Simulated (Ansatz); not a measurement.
# ZnAg (Pm-3m): phonons and vibrational spectra, part 2 of 2

Wanted: phonon frequencies of ZnAg (Pm-3m) and what follows from them.

Ansatz 0.2.0; DFT PBEsol, scalar-relativistic, plane waves, PAW; PAW set soft_1.

So far. Step 3 (Tight relaxation): The forces vanish by symmetry and the pressure is 0.000 GPa, within the tolerances set. The cell now holds 15.14 Å³/atom. The relaxed cell has a = 3.117 Å (conventional setting).

### 4. Linear response at the zone centre

The zone centre comes first: it holds the modes that light can see, as far as symmetry allows. No field response is asked, since the mesh shows no gap.

input.yaml

```yaml
crystal:
  lattice:
    - [3.1171120802, 0.0, 0.0]
    - [0.0, 3.1171120802, 0.0]
    - [0.0, 0.0, 3.1171120802]
  atoms:
    - { symbol: Zn, position: [0.5, 0.5, 0.5] }
    - { symbol: Ag, position: [0.0, 0.0, 0.0] }
kpoints:
  mp_grid: { grid: [16, 16, 16] }
hamiltonian:
  xc: pbesol
  pseudopotentials: { kind: paw, azcp: { folder: soft_1 }, xc_functional: pbe }
scf:
  occupations: { method: methfessel_paxton, width: 0.2 }
output:
  eigenvalues: true
phonons:
  method: dfpt
```

The run is started by

```
$ ansatz run input.yaml --threads 4 --pin off --max-ram 10240MiB --backend cpu --events-out ev --progress --plain --runs-dir out
```

Numbers of over 12 decimals in the logs are rounded to 6 here.

The log of the run:

```text
[...]
Crystal: 2 atoms, lattice volume = 30.287 Å³
Basis set: ecut = 420 eV, 619 PW (Γ), exchange–correlation on 48×48×48 points (8 copies of the dense FFT grid, shifted against one another)
Bands: 20, of which v1, the nominal top of the filled ones, is band 16 counted from 1 (15 counted from 0)
Symmetry: 48 space group operations
k-points: 405 of 4096 (irreducible under 8 space group operations, time reversal used)
[...]
SCF iter   1: F=—  HF=-10804.302165 eV  |F-HF|=—  |Δ(HF+E_count)|=         —  Δρ=1.06e-1  dr2=3.93e0  ethr=3.10e-3  ⟨swp⟩=4.9  Hψ=37417  notcnv=0
[...]
SCF iter   9: F=-10803.341188 eV  HF=-10803.341188 eV  |F-HF|=0.00e0  |Δ(HF+E_count)|=  2.95e-10  S|Δr|=    0.00e0  Δρ=9.09e-8  dr2=2.02e-12  ethr=1.00e-12  ⟨swp⟩=6.0  Hψ=40708  notcnv=0
SCF 1 converged in 9 iterations: F = -10803.341188 eV  dr2 = 2.02e-12
[...]
DFPT response loops at Γ: preconditioner auto → Kerker (q_TF=auto, 2.739 Å⁻¹) (partly filled bands, converged f_vac=0.000); β = 1.00, the filter's whole step (`scf.mixing.beta` (0.50) is not read by the response loops under this deck's `scf.mixing.preconditioner`; to damp them name `kerker` or `kerker_dos`, under which they read `scf.mixing.beta`, and type it under 1.00, their step now; both keys bind the ground state too); Broyden in place of MSR1
SCF converged after 9 iterations
[...]
Free energy (F): -10803.341188 eV
[...]
Internal energy: -10803.339523 eV  (E = F + TS)
E sigma→0 (E₀):  -10803.340772 eV
Entropy (-TS):   -0.001665 eV (-0.833 meV/atom)
Fermi energy:    15.500406 eV
[...]
--- Band table (eV; the first three rows and the last of 405) ---
  k-point 0: bands = [... 12 lower, 11.1631, 11.1631, 11.1631, 20.8849, 20.8849, 20.8849, 26.2558, 26.7916]
  k-point 1: bands = [... 12 lower, 11.1250, 11.1250, 11.1572, 20.3315, 20.9995, 20.9995, 26.4201, 26.7826]
  k-point 2: bands = [... 12 lower, 11.0191, 11.0191, 11.1405, 19.1138, 21.3352, 21.3352, 26.5136, 26.7563]
  k-point 404: bands = [... 12 lower, 11.5709, 11.5709, 17.3099, 19.6477, 19.6477, 19.6477, 20.3724, 20.3724]
--- Phonons (Γ-DFPT): 2 representative perturbations + reference, on 405 of 4096 k-points (Σ response iterations 6) ---
  k mesh reduced under 8 symmetry operations, with k and −k counted as one. Each operation leaves every solved perturbation unchanged. A smaller set is not used because it would not reduce the number of displacements times k-points to solve
  ASR residual: 4.881e-5 → 0.000e0 eV/Å²; symmetrization residual: 1.825e-6 eV/Å²
  ASR residual per site (eV/Å²): 4.11e-5 4.88e-5
  Γ frequencies (cm⁻¹): 0.00 0.00 0.00 161.97 161.97 161.97
  non-analytic LO–TO correction: not included (Born effective charges unavailable; polar crystals: no LO–TO splitting at Γ)
```

It took 18 s on 4 threads of Arm Neoverse V1, shared host; peak memory 0.98 GiB.

This step gave:

```
sum-rule residual before enforcement                    : 4.88e-5 eV/Å²
point group                                             : m-3m
highest optical mode at the zone centre (no LO-TO term) : 162.0 cm⁻¹
lowest optical zone-centre mode                         : 162.0 cm⁻¹
```

Patterns of degenerate modes are one choice out of their space. Modes at Γ, with each element's share of the kinetic energy:

```csv
mode,frequency (cm⁻¹),symmetry,Zn %,Ag %
1,0.0,acoustic,38,62
2,0.0,acoustic,38,62
3,0.0,acoustic,38,62
4,162.0,T1u,62,38
5,162.0,T1u,62,38
6,162.0,T1u,62,38
```

Displacements in mode 5 (162.0 cm⁻¹), the largest set to 1:
```
Zn1  0.00  0.00  1.00
Ag2  0.00  0.00 -0.61
```

Before it was imposed, the acoustic sum rule was missed by 4.9e-5 eV/Å². Small misses are needed for a sound result but don't prove that mesh and cutoff are converged. The lowest optical mode is real, 162 cm⁻¹.

### 5. Phonons on a q mesh

Stability and thermal properties need the whole zone. Linear response on a 4×4×4 q mesh gives force constants as far as a supercell of that size would.

Changes to input.yaml since step 4:

```diff
@@ -19 +19,8 @@
   method: dfpt
+  qmesh: [4, 4, 4]
+  temperatures: { t_max: 1000, t_step: 50 }
+  qpath:
+    path:
+      - [[0.0, 0.0, 0.0], [0.0, 0.5, 0.0], [0.5, 0.5, 0.0], [0.0, 0.0, 0.0], [0.5, 0.5, 0.5], [0.0, 0.5, 0.0]]
+      - [[0.5, 0.5, 0.5], [0.5, 0.5, 0.0]]
+    npoints: 10
```

The log of the run:

```text
[...]
Crystal: 2 atoms, lattice volume = 30.287 Å³
Basis set: ecut = 420 eV, 619 PW (Γ), exchange–correlation on 48×48×48 points (8 copies of the dense FFT grid, shifted against one another)
Bands: 20, of which v1, the nominal top of the filled ones, is band 16 counted from 1 (15 counted from 0)
Symmetry: 48 space group operations
k-points: 165 of 4096
[...]
SCF iter   1: F=—  HF=-10804.302154 eV  |F-HF|=—  |Δ(HF+E_count)|=         —  Δρ=1.06e-1  dr2=3.93e0  ethr=3.10e-3  ⟨swp⟩=4.9  Hψ=15270  notcnv=0
[...]
SCF iter   9: F=-10803.341188 eV  HF=-10803.341188 eV  |F-HF|=1.82e-12  |Δ(HF+E_count)|=  2.96e-10  S|Δr|=    0.00e0  Δρ=8.88e-8  dr2=1.91e-12  ethr=1.00e-12  ⟨swp⟩=6.3  Hψ=16711  notcnv=0
SCF 1 converged in 9 iterations: F = -10803.341188 eV  dr2 = 1.91e-12
[...]
phonons: the bands overlap, so this run is a metal and interpolates without the dipole-dipole term. If the crystal is really an insulator or semiconductor, its LO-TO splitting is missing
NSCF: frozen V_eff on 165 k-points
WARN: eigensolver did not converge (k=94): 1 band(s) unlocked after 20 sweeps at ethr=1.05e-12 eV (storage-precision floor; scheduled 1.00e-12 eV) (lowest unlocked band 19, counted from 0; max residual 9.01e-6 eV among the unlocked bands, 9.01e-6 eV over every band; other slots of this pass that fall short are told together in one closing line; warning suppressed until the next SCF loop or pass starts)
[...]
DFPT response loops at q = (0, 0, 0) (fractional): preconditioner auto → Kerker (q_TF=auto, 2.739 Å⁻¹) (partly filled bands, converged f_vac=0.000); β = 1.00, the filter's whole step (`scf.mixing.beta` (0.50) is not read by the response loops under this deck's `scf.mixing.preconditioner`; to damp them name `kerker` or `kerker_dos`, under which they read `scf.mixing.beta`, and type it under 1.00, their step now; both keys bind the ground state too); Broyden in place of MSR1
[...]
SCF converged after 9 iterations
[...]
Free energy (F): -10803.341188 eV
[...]
Internal energy: -10803.339523 eV  (E = F + TS)
E sigma→0 (E₀):  -10803.340772 eV
Entropy (-TS):   -0.001665 eV (-0.833 meV/atom)
Fermi energy:    15.500406 eV
[...]
--- Band table (eV; the first three rows and the last of 165) ---
  k-point 0: bands = [... 12 lower, 11.1631, 11.1631, 11.1631, 20.8849, 20.8849, 20.8849, 26.2558, 26.7916]
  k-point 1: bands = [... 12 lower, 11.1250, 11.1250, 11.1572, 20.3315, 20.9995, 20.9995, 26.4201, 26.7826]
  k-point 2: bands = [... 12 lower, 11.0191, 11.0191, 11.1405, 19.1138, 21.3352, 21.3352, 26.5136, 26.7563]
  k-point 164: bands = [... 12 lower, 11.5709, 11.5709, 17.3099, 19.6477, 19.6477, 19.6477, 20.3724, 20.3724]
--- Phonons (Γ-DFPT): 2 representative perturbations + reference (Σ response iterations 6) ---
  ASR residual: 4.261e-5 → 0.000e0 eV/Å²; symmetrization residual: 2.061e-6 eV/Å²
  ASR residual per site (eV/Å²): 3.13e-5 4.26e-5
  Γ frequencies (cm⁻¹): 0.00 0.00 0.00 161.97 161.97 161.97
--- Phonons (arbitrary-q DFPT): 10 irreducible q on the 4×4×4 mesh ---
  q = [0.0000, 0.0000, 0.0000] (star 1, of the zone-centre solve; hermiticity 1.05e-6, symmetrization 3.52e-12): -0.00 -0.00 0.00 161.97 161.97 161.97
  q = [0.0000, 0.0000, 0.2500] (star 6, 4 solved perturbations in 4032 linear systems a pass and spin channel, the states on 1296 of 4096 k-point pairs; hermiticity 9.12e-7, symmetrization 1.15e-12): 63.49 63.49 84.54 150.85 150.85 162.55
[...]
q = [0.0000, 0.2500, -0.5000] (star 12, 6 solved perturbations on 1296 of 4096 k-point pairs; hermiticity 1.27e-6, symmetrization 6.73e-14): 53.38 71.42 97.83 133.34 172.18 176.57
[...]
sum rule: each row above includes the acoustic sum rule's correction from the zone centre's row sums; it moved no ω² by more than (0.36 cm⁻¹)²
  mesh force constants: q→R imaginary residual 4.28e-18; ASR residual 4.261e-5 → 0.000e0 eV/Å²; symmetrization residual 2.665e-15 eV/Å²
  interpolated dispersion: 62 rows × 6 modes
  density of states and harmonic sums: on the 20×20×20 q-mesh, interpolated from the force constants of a 4×4×4 supercell (no non-analytic term)
  largest difference from the sums on the solved wave vectors: F 9.39e-3 eV, S 1.34e-5 and C_V 4.01e-6 eV/K
  zero-point energy: 0.043052 eV/cell   skipped modes (ω ≤ 0): 3   left out of the sums: 6.25e-5 of the cell's modes: C_V's classical limit lies that fraction below 3 k_B per atom; for a crystal, a wire or a layer, F and S can be off by more, and a phonons.interpolated_qmesh denser along its periods is the remedy for the sampling
```

Run time: 9.3 min. Hardware: 4 threads; peak memory 3.5 GiB; 36 min of CPU time.

Numbers from this step:

```
sum-rule residual before enforcement                    : 4.26e-5 eV/Å²
lowest frequency on the path                            : 0 cm⁻¹
highest frequency on the path or at a solved wavevector : 189 cm⁻¹
mean frequency                                          : 115.7 cm⁻¹
Debye temperature (second moment)                       : 233 K
logarithmic mean frequency                              : 103.2 cm⁻¹
lowest mode on the q mesh (acoustic modes at Γ apart)   : 17.8 cm⁻¹
zero-point energy per atom                              : 21.53 meV
heat capacity at 300 K                                  : 24.21 J/(mol atoms K)
vibrational entropy at 300 K                            : 42.85 J/(mol atoms K)
```

Frequencies (cm⁻¹) solved at each irreducible wavevector; negative means imaginary. Frequencies by wavevector, by row:

```csv
q in reciprocal lattice units,star,mode 1,mode 2,mode 3,mode 4,mode 5,mode 6
0 0 0,1,0,0,0,162,162,162
0 0 0.25,6,63.5,63.5,84.5,150.8,150.8,162.6
0 0 -0.5,3,94.9,94.9,127.7,131.2,131.2,153.2
0 0.25 0.25,12,17.8,83.6,108,143,148.3,177
0 0.25 -0.5,12,53.4,71.4,97.8,133.3,172.2,176.6
0 -0.5 -0.5,3,24.2,24.2,105.7,136.6,189,189
0.25 0.25 0.25,8,58.5,58.5,92.2,160.4,162.6,162.6
0.25 0.25 -0.5,12,57.8,68.1,98,134.3,171.2,173.6
0.25 -0.5 -0.5,6,62.8,62.8,102,135.2,172.8,172.8
-0.5 -0.5 -0.5,1,114.6,114.6,114.6,142.6,142.6,142.6
```

Interpolated from a 4×4×4 q mesh. The phonon branches at the labelled points (cm⁻¹):

```csv
point,branch 1,branch 2,branch 3,branch 4,branch 5,branch 6
Γ,0,0,0,162,162,162
halfway,64,64,84,151,151,162
X,95,95,128,131,131,153
halfway,53,71,98,133,172,177
M,24,24,106,137,189,189
halfway,18,84,108,143,148,177
Γ,0,0,0,162,162,162
halfway,58,58,92,160,163,163
R,115,115,115,143,143,143
halfway,58,68,98,134,171,174
X,95,95,128,131,131,153
jump to R,115,115,115,143,143,143
halfway,63,63,102,135,173,173
M,24,24,106,137,189,189
```

The phonon branches as a text plot (rows in cm⁻¹):

```
    185 |            ******                                   ***
    177 |           *      ***                      **
    169 |         **      *   **         ***       ****     **
    161 |******   **       **   *********** *     *   **   *
    154 |   *  ***             **   *      ***   *     ***
    146 |    *               **        *     ****       * *
    138 |     *  *  *********        **         *****      ******
    130 |      *****                                 *****
    122 |      * *
    114 |                                     ***       * *
    106 |     *       ***    **      ***     *  ***       ***  **
     98 |    *  ******   **                 **     *******   **
     91 |      * *         **  *        *        *     **  *
     83 |   * *    *         *             **         *
     75 |    *    *       *   *     *    ***      *  * *    *
     67 |   *      *                     **        ** *
     59 |           *          **       *           **       *
     51 |  *         *   *             *
     43 |  *        *              * **                       *
     35 | *          ** *       *                              *
     28 | *           **         *  *                           *
     20 |*              **   ***** *
     12 |*                ***    *
      4 |                         *
         Γ      X      M          Γ            R        X|R     M
```

Tetrahedra on a 20×20×20 mesh, mean over bins of 2 cm-1. Interpolated from a 4×4×4 q mesh. Table of phonon density of states by wavenumber; read off at these points:

wavenumber (cm⁻¹), phonon density of states (1/cm⁻¹/cell) and a bar:
```
      1.0      0.000 
      7.0      0.000 
     13.0      0.001 
     21.0      0.009 ##
     27.0      0.017 ####
     33.0      0.021 #####
     39.0      0.024 ######
     47.0      0.029 #######
     53.0      0.030 #######
     59.0      0.029 #######
     65.0      0.030 #######
     73.0      0.039 #########
     79.0      0.035 ########
     85.0      0.036 #########
     91.0      0.041 ##########
     95.0      0.067 ################
     99.0      0.057 ##############
    105.0      0.028 #######
    111.0      0.014 ###
    117.0      0.002 #
    125.0      0.000 
    131.0      0.003 #
    135.0      0.125 ##############################
    137.0      0.070 #################
    143.0      0.068 ################
    151.0      0.038 #########
    157.0      0.038 #########
    163.0      0.043 ##########
    169.0      0.089 #####################
    171.0      0.098 ########################
    177.0      0.058 ##############
    183.0      0.031 #######
    189.0      0.002
```

Phonopy on the run's constants, 19x19x19 mesh, Gaussian sigma 2.0 cm-1. Interpolated from a 4×4×4 q mesh. Table of partial phonon density of states by wavenumber; read off at these points; values in 1/cm⁻¹/cell:

```csv
wavenumber (cm⁻¹),Ag,Zn
-5.0,0,0
0.0,5.0e-5,3.0e-5
5.0,2.6e-5,1.4e-5
10.0,3.0e-4,1.9e-4
15.0,0.00158,0.00104
20.0,0.00567,0.00374
25.0,0.00794,0.00528
30.0,0.0114,0.00739
35.0,0.0132,0.00839
40.0,0.0146,0.00907
45.0,0.0167,0.0100
50.0,0.0185,0.0107
55.0,0.0196,0.0109
58.8,0.0216,0.0117
60.0,0.0204,0.0110
65.0,0.0197,0.0103
68.2,0.0265,0.0141
70.0,0.0243,0.0128
75.0,0.0256,0.0118
80.0,0.0237,0.00991
85.0,0.0278,0.00904
90.0,0.0359,0.00848
95.0,0.0524,0.00686
96.6,0.0532,0.00619
100.0,0.0476,0.00422
105.0,0.0291,0.00350
110.0,0.0216,0.00172
115.0,0.00469,8.2e-4
120.0,8.8e-4,3.0e-4
125.0,1.5e-4,2.8e-5
130.0,2.0e-4,0.00905
135.0,0.00285,0.0749
135.7,0.00343,0.0789
140.0,0.00648,0.0515
145.0,0.00828,0.0403
150.0,0.00956,0.0294
155.0,0.0103,0.0260
160.0,0.0122,0.0270
165.0,0.0198,0.0381
170.0,0.0322,0.0567
170.7,0.0335,0.0585
175.0,0.0278,0.0471
180.0,0.0170,0.0266
185.0,0.00955,0.0139
190.0,0.00153,0.00214
195.0,0,1.0e-5
200.0,0,0
```

Second derivatives of the energy by pair, one row for each kind of neighbour of each atom listed. Each entry sums the pair over the periodic images of the supercell that the q mesh stands for, and in a polar crystal it holds the long-range dipole part too. Force constants by pair, by row:

```csv
atom,neighbour,distance (Å),third of the trace (eV/Å²),along the pair's line (eV/Å²)
Zn1,itself,0,4.64,–
Zn1,Ag,2.699,-0.4783,-1.843
Zn1,Zn,3.117,-0.041,-0.2297
Zn1,Zn,4.408,-0.0261,-0.0916
Zn1,Ag,5.169,2.00e-4,0.0067
Zn1,Zn,5.399,-0.0056,-0.023
Zn1,Zn,6.234,-0.0028,0.0069
Zn1,Ag,6.794,-0.0069,-0.0111
Zn1,Zn,6.97,-0.0149,-0.0162
Ag2,itself,0,4.786,–
Ag2,Zn,2.699,-0.4783,-1.843
Ag2,Ag,3.117,-0.0927,-0.5096
Ag2,Ag,4.408,-0.0255,-0.1179
Ag2,Zn,5.169,2.00e-4,0.0067
Ag2,Ag,5.399,0.0278,0.1005
Ag2,Ag,6.234,0.0289,0.1048
Ag2,Zn,6.794,-0.0069,-0.0111
Ag2,Ag,6.97,-0.0223,-0.0343
```

Harmonic thermodynamic functions per atom, from the density of states. Interpolated from a 4×4×4 q mesh. Thermodynamic functions, by row:

```csv
T (K),F_vib (meV/atom),S (J/mol-atom/K),C_V (J/mol-atom/K)
0,21.53,0,0
50,20.22,7.177,11.5
100,13.59,18.1,19.51
200,-13.66,33.19,23.35
300,-53.37,42.85,24.21
400,-101.6,49.87,24.53
500,-156.2,55.36,24.67
600,-216,59.86,24.76
700,-280.1,63.68,24.8
800,-347.8,67,24.84
900,-418.8,69.92,24.86
1000,-492.7,72.54,24.88
```

Harmonic mean-square displacement, third of the trace. Interpolated from a 4×4×4 q mesh. Mean square displacements, by row:

```csv
T (K),Zn1 U_eq (Å²),Ag2 U_eq (Å²)
0,0.00253,0.00203
100,0.00607,0.00556
300,0.01667,0.01571
600,0.03303,0.03124
```

Symmetry leaves 10 wavevectors to solve. The lowest mode among them, the acoustic zeros apart, lies at q = (0, 0.25, 0.25) and is real, 17.8 cm⁻¹.

### 6. Isotope substitution, element Ag, natural mass 107.868 amu

An isotope changes the mass and not the force constants, so no new electronic calculation is needed; the shifts show which modes move this element.

The same force constants with the mass of Ag changed from 107.868 to 108.905 u (phonopy, no LO-TO term). Both lists are sorted by frequency; levels can cross, so a row need not hold one and the same mode. Modes under 3 cm⁻¹ are left out. Isotope shifts, by row:

```csv
q,rank,natural mass (cm⁻¹),changed mass (cm⁻¹)
0 0 0,4,162,161.7
0 0 0,5,162,161.7
0 0 0,6,162,161.7
0 0 0.25,1,63.49,63.28
0 0 0.25,2,63.49,63.28
0 0 0.25,3,84.54,84.27
0 0 0.25,4,150.8,150.6
0 0 0.25,5,150.8,150.6
0 0 0.25,6,162.6,162.3
0 0 -0.5,1,94.88,94.43
0 0 -0.5,2,94.88,94.43
0 0 -0.5,3,127.7,127.1
0 0 -0.5,4,131.2,131.2
0 0 -0.5,5,131.2,131.2
0 0 -0.5,6,153.2,153.2
0 0.25 0.25,1,17.8,17.75
0 0.25 0.25,2,83.56,83.25
0 0.25 0.25,3,108,107.5
0 0.25 0.25,4,143,142.9
0 0.25 0.25,5,148.3,148.2
0 0.25 0.25,6,177,176.7
```

A mode of this element alone would shift by -0.48 %. The highest zone-centre frequency without the field goes from 162.0 to 161.7 cm⁻¹ (-0.2 %). The product of the frequency ratios over all optical modes at Γ is 0.995; the product rule, (m/m′)^(3k/2) (M′/M)^(3/2) with k = 1 such atoms and M the mass of the cell, gives 0.995.

### 7. Another isotope, element Zn, natural mass 65.38 amu

The same for Zn, from 65.38 to 67.92 u.

A mode of this element alone would shift by -1.89 %. The highest zone-centre frequency without the field goes from 162.0 to 160.1 cm⁻¹ (-1.2 %). The product of the frequency ratios over all optical modes at Γ is 0.965; the product rule, (m/m′)^(3k/2) (M′/M)^(3/2) with k = 1 such atoms and M the mass of the cell, gives 0.965.

### 8. Outcome

```json
{"space group after relaxation (within 0.01 Å)": "Pm-3m", "volume per atom": "15.1 Å³", "electronic character": "no gap on this mesh", "highest optical mode at the zone centre (no LO-TO term)": "162 cm⁻¹", "lowest optical zone-centre mode": "162 cm⁻¹", "lowest mode on the q mesh (acoustic modes at Γ apart)": "17.8 cm⁻¹", "highest frequency on the path or at a solved wavevector": "189 cm⁻¹", "zero-point energy per atom": "21.5 meV", "heat capacity at 300 K": "24.2 J/(mol atoms K)", "vibrational entropy at 300 K": "42.9 J/(mol atoms K)", "Debye temperature (second moment)": "233 K", "imaginary modes on the 4×4×4 q mesh": "none"}
```

What this shows: The structure is a minimum as far as tested: no mode is imaginary at the 10 irreducible wavevectors of the 4×4×4 mesh, and the softest away from the acoustic zeros lies at 18 cm⁻¹. The optical modes at Γ form one degenerate level at 162 cm⁻¹. With no gap, or one that is small against the smearing, the frequencies hang on the k mesh and the smearing, most of all near Kohn anomalies. The phonon runs are without spin polarisation, although the cell has an odd electron count. The PAW files were made for PBE and serve the other functionals too. A phonon run warned that its eigensolver left some bands unconverged in a pass. These are harmonic frequencies at zero temperature: anharmonic shifts, linewidths and thermal expansion are left out.

[Logs are printed without paths, hosts, clocks, repeated set-up lines and the standing remarks that a program may print on its own settings, such as how far it seeks lower states.]

[Hosts, paths, dates, database ids (printed as entryN), source tags and the programs' standing remarks are cut or masked in the printed files.]
